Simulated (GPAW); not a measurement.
**Selenium (P3_121, 3 atoms a cell): G0W0 on several meshes in GPAW**

How does the mesh move the gap of Selenium (P3_121, 3 atoms a cell)?

Method: PBE and many-body steps on it, plane waves, in GPAW 26.7.0.

Most raw output is cut from this account.

**1. The starting structure**

It takes space group P3_121 (No. 152, trigonal). Conventional cell: a = 4.366 Å, b = 4.366 Å, c = 4.954 Å, α = 90.00°, β = 90.00°, γ = 120.00°. Se has 2 Se at 2.37 Å nearest.

Structure file:

```
Se
1.0
     4.36620    0.00000    0.00000
    -2.18310    3.78124    0.00000
     0.00000    0.00000    4.95360
Se
3
Cartesian
  0.9841 0.0000 1.6512
  -0.4921 0.8523 3.3024
  1.6910 2.9289 0.0000
```

The cell and positions come from the Crystallography Open Database and are kept as given unless a step says otherwise.

**2. Empty states on the mesh, 3×3×4 mesh, 385 bands**

This step: GPAW 26.7.0; DFT, PBE, plane waves, PAW.

The sums over transitions need many empty states on a uniform mesh; this step solves for them.

run.py

```python
import json
import numpy as np
from gpaw.mpi import world
from gpaw import GPAW

calc = GPAW('gs.gpw').fixed_density(kpts={'size': (3, 3, 4), 'gamma': True},
    parallel={'domain': 1, 'band': 1},
    txt='nscf.txt')
calc.diagonalize_full_hamiltonian(nbands=385)
calc.write('full.gpw', mode='all')
res = {}
kpts = calc.get_ibz_k_points()
res['kpts'] = kpts
res['eigenvalues'] = [calc.get_eigenvalues(kpt=k) for k in range(len(kpts))]
res['n_electrons'] = calc.get_number_of_electrons()

if world.rank == 0:
    with open('result.json', 'w') as f:
        json.dump(res, f, default=lambda x: x.tolist())
```

On the command line:

```bash
$ mpirun -n 8 gpaw python run.py
```

It took 20 s on 8 MPI ranks of Arm Neoverse V1, shared host; peak memory 3.1 GiB; 2.7 min of CPU time.

This step gave:

```yaml
gap: 1.240 eV
k_of_the_valence_top: 0.3333, 0.3333, 0.5
k_of_the_conduction_bottom: 0.3333, 0.3333, 0.5
least_direct_gap: 1.240 eV
k_points_computed: 14
lowest_point_of_the_top_converged_band_above_the_valence_top: 148.5390 eV
```

On this mesh the gap is 1.240 eV.

**3. 3×3×4**

G0W0 replaces the xc potential by the self-energy, built once from these orbitals. Only a window of levels is corrected, while the sums run over the empty bands that the input names.

This step: G0W0 on PBE, plane waves, PAW.

run.py

```python
import json
import numpy as np
from gpaw.mpi import world
from gpaw.response.g0w0 import G0W0

gw = G0W0('full.gpw',
    filename='gw',
    kpts=[0, 13],
    bands=(7, 11),
    ecut=96,
    nbands=174,
    integrate_gamma='WS',
    ppa=True)
gw.calculate()
res = {mode: {k: v for k, v in r.items() if k != 'sigma_eskwn'}
       for mode, r in gw.all_results.items()}

if world.rank == 0:
    with open('result.json', 'w') as f:
        json.dump(res, f, default=lambda x: x.tolist())
```

On the command line:

```bash
$ mpirun -n 8 gpaw python run.py
```

The job ended after 39 s (8 MPI ranks; peak memory 2 GiB).

Numbers from this step:

```
G0W0 gap on the points computed              : 1.974 eV
least direct G0W0 gap on the computed points : 1.974 eV
Z at the valence top                         : 0.7748
Z at the conduction bottom                   : 0.7814
starting gap on the mesh                     : 1.240 eV
k of the valence top                         : 0.3333, 0.3333, 0.5
k of the conduction bottom                   : 0.3333, 0.3333, 0.5
```

The gap on the mesh goes from 1.24 eV to 1.97 eV, a correction of +0.73 eV.

**4. Empty states on the mesh, 3×3×2 mesh, 184 bands**

This step: DFT, PBE, plane waves, PAW.

run.py

```python
import json
import numpy as np
from gpaw.mpi import world
from gpaw import GPAW

calc = GPAW('gs.gpw').fixed_density(kpts={'size': (3, 3, 2), 'gamma': True},
    parallel={'domain': 1, 'band': 1},
    txt='nscf.txt')
calc.diagonalize_full_hamiltonian(nbands=184)
calc.write('full.gpw', mode='all')
res = {}
kpts = calc.get_ibz_k_points()
res['kpts'] = kpts
res['eigenvalues'] = [calc.get_eigenvalues(kpt=k) for k in range(len(kpts))]
res['n_electrons'] = calc.get_number_of_electrons()

if world.rank == 0:
    with open('result.json', 'w') as f:
        json.dump(res, f, default=lambda x: x.tolist())
```

On the command line:

```bash
$ mpirun -n 8 gpaw python run.py
```

Wall time 11 s (8 MPI ranks); peak memory 2.8 GiB; 90 s of CPU time.

This step gave:

* gap: 1.240 eV
* k of the valence top: 0.3333, 0.3333, 0.5
* k of the conduction bottom: 0.3333, 0.3333, 0.5
* least direct gap: 1.240 eV
* k points computed: 8
* lowest point of the top converged band, above the valence top: 87.0694 eV

On this mesh the gap is 1.240 eV.

**5. 3×3×2**

This step: G0W0 on PBE, plane waves, PAW.

run.py

```python
import json
import numpy as np
from gpaw.mpi import world
from gpaw.response.g0w0 import G0W0

gw = G0W0('full.gpw',
    filename='gw',
    kpts=[0, 7],
    bands=(7, 11),
    ecut=96,
    nbands=174,
    integrate_gamma='WS',
    ppa=True)
gw.calculate()
res = {mode: {k: v for k, v in r.items() if k != 'sigma_eskwn'}
       for mode, r in gw.all_results.items()}

if world.rank == 0:
    with open('result.json', 'w') as f:
        json.dump(res, f, default=lambda x: x.tolist())
```

On the command line:

```bash
$ mpirun -n 8 gpaw python run.py
```

Elapsed: 17 s, on 8 MPI ranks; peak memory 1.9 GiB.

This step gave:

* G0W0 gap on the points computed: 1.956 eV
* least direct G0W0 gap on the computed points: 1.956 eV
* Z at the valence top: 0.7735
* Z at the conduction bottom: 0.7786
* starting gap on the mesh: 1.240 eV
* k of the valence top: 0.3333, 0.3333, 0.5
* k of the conduction bottom: 0.3333, 0.3333, 0.5

Against G0W0 in GPAW (3×3×4 mesh, 174 bands, screening to 96 eV, Godby-Needs plasmon pole), the gap moves by −0.018 eV.

**6. Side by side**

Times are wall times on 8 MPI ranks of Arm Neoverse V1, shared host, good to a factor of about two.

| run | mesh | bands | screening cutoff (eV) | DFT gap (eV) | gap on the mesh (eV) | direct (eV) | time |
| --- | --- | --- | --- | --- | --- | --- | --- |
| 3×3×4 | 3×3×4 | 174 | 96 | 1.240 | 1.974 | 1.974 | 39 s |
| 3×3×2 | 3×3×2 | 174 | 96 | 1.240 | 1.956 | 1.956 | 17 s |

**7. Outcome**

* 3×3×4: 1.974 eV
* 3×3×2: 1.956 eV
* known limits: not at the basis limit; no spin-orbit coupling; coarse k mesh

**Reading.** 3×3×2: −0.018 eV against 3×3×4. Bands and cutoff are finite, so the gap is not at the basis limit. The miss can reach some tenths of an eV and take either sign; the mesh is an error of its own. These stock PAW sets were not made for GW; the filled d or f shell of Se lies in the frozen core, which bears on start and correction. In the G0W0 runs levels were corrected at 2 k points alone, so a gap called «on the mesh» is the least over those, and an edge elsewhere would be missed. A denser mesh or path gives a starting gap of 1.01 eV: the GW mesh misses a band edge, so its gaps are not the fundamental one. The 3×3×4 mesh is coarse for this cell, which bears on the long-range parts of exchange and screening. The many-body steps are scalar-relativistic: spin-orbit coupling is not in them.

[Paths, hosts, dates, memory and timing lines, banners, echoed tables and standing remarks are left out of the program output.]

[Logs are printed without paths, hosts, clocks, repeated set-up lines and the standing remarks that a program may print on its own settings, such as how far it seeks lower states.]

[Runs of the session that timed out or met a known fault of the program may be left out.]

[Hosts, paths, dates, database ids (printed as entryN), source tags and the programs' standing remarks are cut or masked in the printed files.]
